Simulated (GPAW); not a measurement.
# A GW chain in GPAW: CsCaF3 (Pm-3m)

Aim: the G0W0 gap of CsCaF3 (Pm-3m) on LDA, step by step.

Method: LDA and many-body steps on it, plane waves, in GPAW 26.7.0.

## 1. Set-up

The structure is cubic, space group Pm-3m (No. 221). Conventional cell: a = 4.521 Å, b = 4.521 Å, c = 4.521 Å, α = 90.00°, β = 90.00°, γ = 90.00°. Nearest to Cs lie 12 F at 3.20 Å. Ca has 6 F at 2.26 Å nearest. Nearest to F lie 2 Ca at 2.26 Å and 4 Cs at 3.20 Å. Farther neighbours and most contacts between anions are not listed.

The cell and positions are those that the Materials Project relaxed with its own functionals (PBE, PBE+U or r2SCAN), kept fixed. Spin-orbit coupling is left out unless a step names it.

## 2. Ground state

This step: GPAW 26.7.0; DFT, LDA, plane waves, PAW.

The ground-state density comes first.

The input, run.py:

```python
import json
import numpy as np
from gpaw.mpi import world
from ase import Atoms
from gpaw import GPAW, PW, FermiDirac

atoms = Atoms(['Cs', 'Ca', 'F', 'F', 'F'],
    cell=[[4.5205310300, 0.0000000000, 0.0000000000],
      [0.0000000000, 4.5205310300, 0.0000000000],
      [0.0000000000, 0.0000000000, 4.5205310300]],
    scaled_positions=[[0.0000000000, 0.0000000000, 0.0000000000],
      [0.5000000000, 0.5000000000, 0.5000000000],
      [0.0000000000, 0.5000000000, 0.5000000000],
      [0.5000000000, 0.0000000000, 0.5000000000],
      [0.5000000000, 0.5000000000, 0.0000000000]],
    pbc=(True, True, True))
calc = GPAW(mode=PW(600),
    xc='LDA',
    kpts={'size': (6, 6, 6), 'gamma': True},
    occupations=FermiDirac(0.001),
    nbands=-8,
    convergence={'density': 1e-6, 'bands': -3},
    maxiter=100,
    txt='gs.txt')
atoms.calc = calc
res = {'energy': atoms.get_potential_energy()}
kpts = calc.get_ibz_k_points()
res['kpts'] = kpts
res['eigenvalues'] = [calc.get_eigenvalues(kpt=k) for k in range(len(kpts))]
res['n_electrons'] = calc.get_number_of_electrons()
calc.write('gs.gpw')

if world.rank == 0:
    with open('result.json', 'w') as f:
        json.dump(res, f, default=lambda x: x.tolist())
```

Launch:

```bash
> mpirun -n 4 gpaw python run.py
```

Numbers of over 12 decimals in the logs are rounded to 6 here.

Log:

```text
__  _  _
 | _ |_)|_||  |
 |__||  | ||/\| - 26.7.0

Input parameters:
  mode=PW(ecut=600.0),
  convergence={'density': 1e-06, 'bands': -3},
  kpts=MonkhorstPack(size=(6, 6, 6), gamma=True),
  maxiter=100,
  nbands=-8,
  occupations=Occupations(name='fermi-dirac', width=0.001, fixmagmom=False),
  xc=XC(name='LDA')
  [... matrices ...]
Diagonalizing LCAO Hamiltonian
Converting LCAO to pw mode
    .----------.
   /|          |
  / |          |
 *  |          |
 |  |          |
 | F|   Ca     |
 |  .--F-------.
 | /    F     /
 |/          /
 Cs---------*

Atoms  # Å, Bohr magnetons
|   | symbol |        x |        y |        z |    initial magnetic moments |
| 0 |     Cs | 0.000000 | 0.000000 | 0.000000 | ( 0.0000,  0.0000,  0.0000) |
| 1 |     Ca | 2.260266 | 2.260266 | 2.260266 | ( 0.0000,  0.0000,  0.0000) |
| 2 |      F | 0.000000 | 2.260266 | 2.260266 | ( 0.0000,  0.0000,  0.0000) |
| 3 |      F | 2.260266 | 0.000000 | 2.260266 | ( 0.0000,  0.0000,  0.0000) |
| 4 |      F | 2.260266 | 2.260266 | 0.000000 | ( 0.0000,  0.0000,  0.0000) |

Unit cell  # Å
| periodic |        x |        y |        z |  lengths |    angles |
|      yes | 4.520531 | 0.000000 | 0.000000 | 4.520531 | 90.000000 |
|      yes | 0.000000 | 4.520531 | 0.000000 | 4.520531 | 90.000000 |
|      yes | 0.000000 | 0.000000 | 4.520531 | 4.520531 | 90.000000 |

Number of symmetries: 48
Symmetry operations  # r_c * U_cc + t_c -> r_c
|    | kind |            matrix            |
|  0 |  E   |  1, 0, 0,  0, 1, 0,  0, 0, 1 |
|  1 |  σ   |  1, 0, 0,  0, 1, 0,  0, 0,-1 |
|  2 |  σ   |  1, 0, 0,  0, 0, 1,  0, 1, 0 |
|  3 |  C4  |  1, 0, 0,  0, 0, 1,  0,-1, 0 |
|  4 |  C4  |  1, 0, 0,  0, 0,-1,  0, 1, 0 |
|  5 |  σ   |  1, 0, 0,  0, 0,-1,  0,-1, 0 |
|  6 |  σ   |  1, 0, 0,  0,-1, 0,  0, 0, 1 |
|  7 |  C2  |  1, 0, 0,  0,-1, 0,  0, 0,-1 |
|  8 |  σ   |  0, 1, 0,  1, 0, 0,  0, 0, 1 |
|  9 |  C2  |  0, 1, 0,  1, 0, 0,  0, 0,-1 |
| 10 |  C3  |  0, 1, 0,  0, 0, 1,  1, 0, 0 |
| 11 |  S6  |  0, 1, 0,  0, 0, 1, -1, 0, 0 |
| 12 |  S6  |  0, 1, 0,  0, 0,-1,  1, 0, 0 |
| 13 |  C3  |  0, 1, 0,  0, 0,-1, -1, 0, 0 |
| 14 |  C4  |  0, 1, 0, -1, 0, 0,  0, 0, 1 |
| 15 |  S4  |  0, 1, 0, -1, 0, 0,  0, 0,-1 |
| 16 |  C3  |  0, 0, 1,  1, 0, 0,  0, 1, 0 |
| 17 |  S6  |  0, 0, 1,  1, 0, 0,  0,-1, 0 |
| 18 |  σ   |  0, 0, 1,  0, 1, 0,  1, 0, 0 |
| 19 |  C4  |  0, 0, 1,  0, 1, 0, -1, 0, 0 |
| 20 |  C2  |  0, 0, 1,  0,-1, 0,  1, 0, 0 |
| 21 |  S4  |  0, 0, 1,  0,-1, 0, -1, 0, 0 |
| 22 |  S6  |  0, 0, 1, -1, 0, 0,  0, 1, 0 |
| 23 |  C3  |  0, 0, 1, -1, 0, 0,  0,-1, 0 |
| 24 |  S6  |  0, 0,-1,  1, 0, 0,  0, 1, 0 |
| 25 |  C3  |  0, 0,-1,  1, 0, 0,  0,-1, 0 |
| 26 |  C4  |  0, 0,-1,  0, 1, 0,  1, 0, 0 |
| 27 |  σ   |  0, 0,-1,  0, 1, 0, -1, 0, 0 |
| 28 |  S4  |  0, 0,-1,  0,-1, 0,  1, 0, 0 |
| 29 |  C2  |  0, 0,-1,  0,-1, 0, -1, 0, 0 |
| 30 |  C3  |  0, 0,-1, -1, 0, 0,  0, 1, 0 |
| 31 |  S6  |  0, 0,-1, -1, 0, 0,  0,-1, 0 |
| 32 |  C4  |  0,-1, 0,  1, 0, 0,  0, 0, 1 |
| 33 |  S4  |  0,-1, 0,  1, 0, 0,  0, 0,-1 |
| 34 |  S6  |  0,-1, 0,  0, 0, 1,  1, 0, 0 |
| 35 |  C3  |  0,-1, 0,  0, 0, 1, -1, 0, 0 |
| 36 |  C3  |  0,-1, 0,  0, 0,-1,  1, 0, 0 |
| 37 |  S6  |  0,-1, 0,  0, 0,-1, -1, 0, 0 |
| 38 |  σ   |  0,-1, 0, -1, 0, 0,  0, 0, 1 |
| 39 |  C2  |  0,-1, 0, -1, 0, 0,  0, 0,-1 |
| 40 |  σ   | -1, 0, 0,  0, 1, 0,  0, 0, 1 |
| 41 |  C2  | -1, 0, 0,  0, 1, 0,  0, 0,-1 |
| 42 |  C2  | -1, 0, 0,  0, 0, 1,  0, 1, 0 |
| 43 |  S4  | -1, 0, 0,  0, 0, 1,  0,-1, 0 |
| 44 |  S4  | -1, 0, 0,  0, 0,-1,  0, 1, 0 |
| 45 |  C2  | -1, 0, 0,  0, 0,-1,  0,-1, 0 |
| 46 |  C2  | -1, 0, 0,  0,-1, 0,  0, 0, 1 |
| 47 |  i   | -1, 0, 0,  0,-1, 0,  0, 0,-1 |

BZ-sampling:
  Number of BZ points: 216
  Number of IBZ points: 20

  Monkhorst-Pack size: [6, 6, 6]
  Monkhorst-Pack shift: [0.083333, 0.083333, 0.083333]

K-points  # in reciprocal-cell coordinates
|     |                                coordinates |     weight |
|   0 | (  0.00000000,   0.00000000,   0.00000000) | 0.00462963 |
|   1 | (  0.16666667,   0.00000000,   0.00000000) | 0.02777778 |
|   2 | (  0.16666667,   0.16666667,   0.00000000) | 0.05555556 |
|   3 | (  0.16666667,   0.16666667,   0.16666667) | 0.03703704 |
|   4 | (  0.33333333,   0.00000000,   0.00000000) | 0.02777778 |
|   5 | (  0.33333333,   0.16666667,   0.00000000) | 0.11111111 |
|   6 | (  0.33333333,   0.16666667,   0.16666667) | 0.11111111 |
|   7 | (  0.33333333,   0.33333333,   0.00000000) | 0.05555556 |
|   8 | (  0.33333333,   0.33333333,   0.16666667) | 0.11111111 |
|   9 | (  0.33333333,   0.33333333,   0.33333333) | 0.03703704 |
| ... |                                            |            |
|  19 | (  0.50000000,   0.50000000,   0.50000000) | 0.00462963 |

Plane wave coefficients: 3136
Cutoff: 600.0 eV

Spin-components: 1 (collinear spins)
Bands:           28
Projectors:      25
Spin-degeneracy: 2
Datatype:        complex128

  Storage: CPU
  Wave functions: 27_516_160 bytes (6_879_040 per core)
  Projectors: 28_498_880 bytes (7_124_720 per core)
  [... matrices ...]
Parallelization:
  kpt:    4
  domain: 1
  band:   1

Density:
  Valence electrons: 40.0
  Components: 1
  Grid points: [27 27 27]
  Charge: 0.0  # |e|

Potential:
  Grid points: [27 27 27]

species:
  Cs:
    name:    Caesium
    Z:       55.0
    valence: 9
    core:    46
    charge:  0.0  # [|e|]
    compensation charges:
      type: gauss
      rc: 0.33  # [Å]
      lmax: 2
    cutoffs:
      filter: 2.06  # [Å]
      core: 2.51  # [Å]
    projectors
    | kind |    occ | energy [eV] | rcut [Å] |
    |   5s |  2.000 |     -26.872 |    1.164 |
    |   6s |  1.000 |      -2.224 |    1.164 |
    |   5p |  6.000 |     -13.611 |    1.058 |
    |    p |        |      13.601 |    1.058 |
    |    d |        |       0.000 |    1.058 |

    Using partial waves for Cs as LCAO basis

  Ca:
    name:    Calcium
    Z:       20.0
    valence: 10
    core:    10
    charge:  0.0  # [|e|]
    compensation charges:
      type: gauss
      rc: 0.37  # [Å]
      lmax: 2
    cutoffs:
      filter: 2.10  # [Å]
      core: 1.17  # [Å]
    projectors
    | kind |    occ | energy [eV] | rcut [Å] |
    |   3s |  2.000 |     -46.826 |    1.175 |
    |   4s |  2.000 |      -3.864 |    1.175 |
    |   3p |  6.000 |     -27.986 |    1.154 |
    |    p |        |      -0.774 |    1.154 |
    |    d |        |       0.000 |    0.937 |

    Using partial waves for Ca as LCAO basis

  F:
    name:    Fluorine
    Z:       9.0
    valence: 7
    core:    2
    charge:  0.0  # [|e|]
    compensation charges:
      type: gauss
      rc: 0.20  # [Å]
      lmax: 2
    cutoffs:
      filter: 1.14  # [Å]
      core: 0.74  # [Å]
    projectors
    | kind |    occ | energy [eV] | rcut [Å] |
    |   2s |  2.000 |     -29.647 |    0.635 |
    |   2p |  5.000 |     -11.293 |    0.635 |
    |    s |        |      -2.435 |    0.635 |
    |    p |        |      15.918 |    0.635 |
    |    d |        |       0.000 |    0.635 |

    Using partial waves for F as LCAO basis

Reference energy: -238197.554497  # eV

eigensolver:
  PPCG
  Converge bands: -3
  niter=2

density mixing:
  MSR1-Mixer
  Pratt-step length: 0.05
  Maximum mixing coefficient: 0.75
  Old densities: 10
  SVD Regularization: 0.005
  Good broyden scale: 1.0
  Trust region scale: 1.0
  Backstep threshold: 4.0
  History deletion threshold: 6.0
  Fourier metric: weight=20.0, sigma=0.015

occupation numbers:
  Fermi-Dirac:
    width: 0.0010  # eV

poisson solver:
  ecut: 4800.0  # eV

xc functional:
  name: None

Initialization done in: 1.494 s

convergence criteria:
- Maximum integral of absolute [dens]ity change: 1e-06 electrons / valence electron
- Maximum [total energy] change in last 3 cyles: 0.0005 eV / valence electron
- Maximum integral of absolute [eigenst]ate change: 4e-08 eV^2 / valence electron
maximum number of iterations: 100

SCF iterations
|iter     |     time |      energy | eigst |  dens |
|iter:   1|  |  -29.460022 | +1.54 |       |
|iter:   2|  |  -29.077570 | +0.48 | -1.16 |
|iter:   3|  |  -27.854899 | -0.14 | -1.20 |
|iter:   4|  |  -27.806852 | -1.12 | -1.59 |
|iter:   5|  |  -27.797462 | -1.37 | -1.86 |
|iter:   6|  |  -27.797619c| -1.92 | -2.57 |
|iter:   7|  |  -27.797636c| -2.92 | -3.22 |
|iter:   8|  |  -27.797636c| -3.55 | -3.81 |
|iter:   9|  |  -27.797636c| -4.12 | -5.00 |
|iter:  10|  |  -27.797636c| -4.36 | -5.56 |
|iter:  11|  |  -27.797636c| -5.13 | -6.28c|
|iter:  12|  |  -27.797636c| -5.73 | -7.04c|
|iter:  13|  |  -27.797636c| -6.32 | -7.59c|
|iter:  14|  |  -27.797636c| -7.24 | -8.46c|
|iter:  15|  |  -27.797636c| -7.80c| -8.75c|

Converged in 15 steps
SCF loop duration: 12.768 s (0.851 s/step)
Energy contributions relative to reference atoms: (reference = -238197.554497)
  [... matrices ...]
Energy contributions:
  Kinetic:          25.453367
  Coulomb:         -24.103719
  Zero:             -0.114582
  External:          0.000000
  Xc:              -29.032702
  Entropy:          -0.000000
  Spinorbit:         0.000000
  ----------------------------
  Free energy:     -27.797636
  Extrapolated:    -27.797636

dipole moment: (-38.920171, -38.920171, -38.920171)  # |e|*Ang

Fermi level: 3.481
Eigenvalues  # (at kpt = [0.000, 0.000, 0.000])
| band index |      eig [eV] | occ [0-2] |
|          0 |       -34.420 |     2.000 |
|        ... |               |           |
|         12 |         0.104 |     2.000 |
|         13 |         0.104 |     2.000 |
|         14 |         0.339 |     2.000 |
|         15 |         0.339 |     2.000 |
|         16 |         0.339 |     2.000 |
|         17 |         0.709 |     2.000 |
|         18 |         0.709 |     2.000 |
|         19 |         0.709 |     2.000 |
|         20 |         7.542 |     0.000 |
|         21 |         8.728 |     0.000 |
|         22 |         8.728 |     0.000 |
|         23 |         9.111 |     0.000 |
|         24 |         9.111 |     0.000 |
|         25 |         9.111 |     0.000 |
|         26 |        11.533 |     0.000 |
|         27 |        11.533 |     0.000 |

Gap: 6.808 eV
Transition (v -> c):
  (s=0, k=19, n=19, [0.50, 0.50, 0.50]) -> (s=0, k=0, n=20, [0.00, 0.00, 0.00])
Direct/indirect transitions are different
Direct gap: 6.833 eV
Transition at: (s=0, k=0, n=19, [0.00, 0.00, 0.00])
# Writing to gs.gpw (mode='')
  [... matrices ...]
```

Elapsed: 16 s, on 4 MPI ranks of Arm Neoverse V1, shared host; peak memory 0.74 GiB; 65 s of CPU time.

Numbers from this step:

| Item | Value |
| --- | --- |
| total energy | -27.80 eV |
| gap | 6.808 eV |
| k of the valence top | 0.5, 0.5, 0.5 |
| k of the conduction bottom | 0, 0, 0 |
| least direct gap | 6.833 eV |

The gap is indirect, with the least direct gap 0.02 eV higher.

## 3. Empty states on the mesh, 2×2×2 mesh, 320 bands

The sums over transitions need many empty states on a uniform mesh; this step solves for them.

The input, run.py:

```python
import json
import numpy as np
from gpaw.mpi import world
from gpaw import GPAW

calc = GPAW('gs.gpw').fixed_density(kpts={'size': (2, 2, 2), 'gamma': True},
    parallel={'domain': 1, 'band': 1},
    txt='nscf.txt')
calc.diagonalize_full_hamiltonian(nbands=320)
calc.write('full.gpw', mode='all')
res = {}
kpts = calc.get_ibz_k_points()
res['kpts'] = kpts
res['eigenvalues'] = [calc.get_eigenvalues(kpt=k) for k in range(len(kpts))]
res['n_electrons'] = calc.get_number_of_electrons()

if world.rank == 0:
    with open('result.json', 'w') as f:
        json.dump(res, f, default=lambda x: x.tolist())
```

Launch:

```bash
> mpirun -n 4 gpaw python run.py
```

Log:

```text
Diagonalizing LCAO Hamiltonian
Converting LCAO to pw mode
convergence criteria:
- Maximum integral of absolute [eigenst]ate change: 4e-08 eV^2 / valence electron
maximum number of iterations: 100

SCF iterations
|iter     |     time |      energy | eigst |  dens |
|iter:   1|  |             | +1.66 |       |
|iter:   2|  |             | +0.53 |       |
|iter:   3|  |             | -0.18 |       |
[...]
|iter:  35|  |             | -7.00 |       |
|iter:  36|  |             | -7.20 |       |
|iter:  37|  |             | -7.42c|       |
SCF steps: 37
  __  _  _
 | _ |_)|_||  |
 |__||  | ||/\| - 26.7.0

Input parameters:
  mode=PW(ecut=600.0),
  convergence={'density': 1e-06, 'bands': -3},
  gpts=array([27, 27, 27]),
  kpts=MonkhorstPack(size=(2, 2, 2), gamma=True),
  maxiter=100,
  nbands=28,
  occupations=Occupations(name='fermi-dirac', width=0.001, fixmagmom=False),
  parallel={'domain': 1, 'band': 1},
  xc=XC(name='LDA')
Matrix size: 3071x3071
# Writing to full.gpw (mode='all')
  [... matrices ...]

timing:  # [seconds]
  Total: 32.551  # ━━━━━━━━━━━━━━━━━━━━━━━━━━━━━━━━━━━━━━━━━━━━━━━━━━━━━━━━━━
```

Elapsed: 42 s, on 4 MPI ranks; peak memory 3.1 GiB; 2.8 min of CPU time.

This step gave:

| Item | Value |
| --- | --- |
| gap | 6.808 eV |
| k of the valence top | 0.5, 0.5, 0.5 |
| k of the conduction bottom | 0, 0, 0 |
| least direct gap | 6.833 eV |
| k points computed | 4 |
| lowest point of the top converged band, above the valence top | 122.3419 eV |

On this mesh the gap is 6.808 eV.

(Continued in part 2 of 2.)

[Paths, hosts, dates, memory and timing lines, banners, echoed tables and standing remarks are left out of the program output.]

[Logs are printed without paths, hosts, clocks, repeated set-up lines and the standing remarks that a program may print on its own settings, such as how far it seeks lower states.]

[Runs of the session that timed out or met a known fault of the program may be left out.]

[Hosts, paths, dates, database ids (printed as entryN), source tags and the programs' standing remarks are cut or masked in the printed files.]
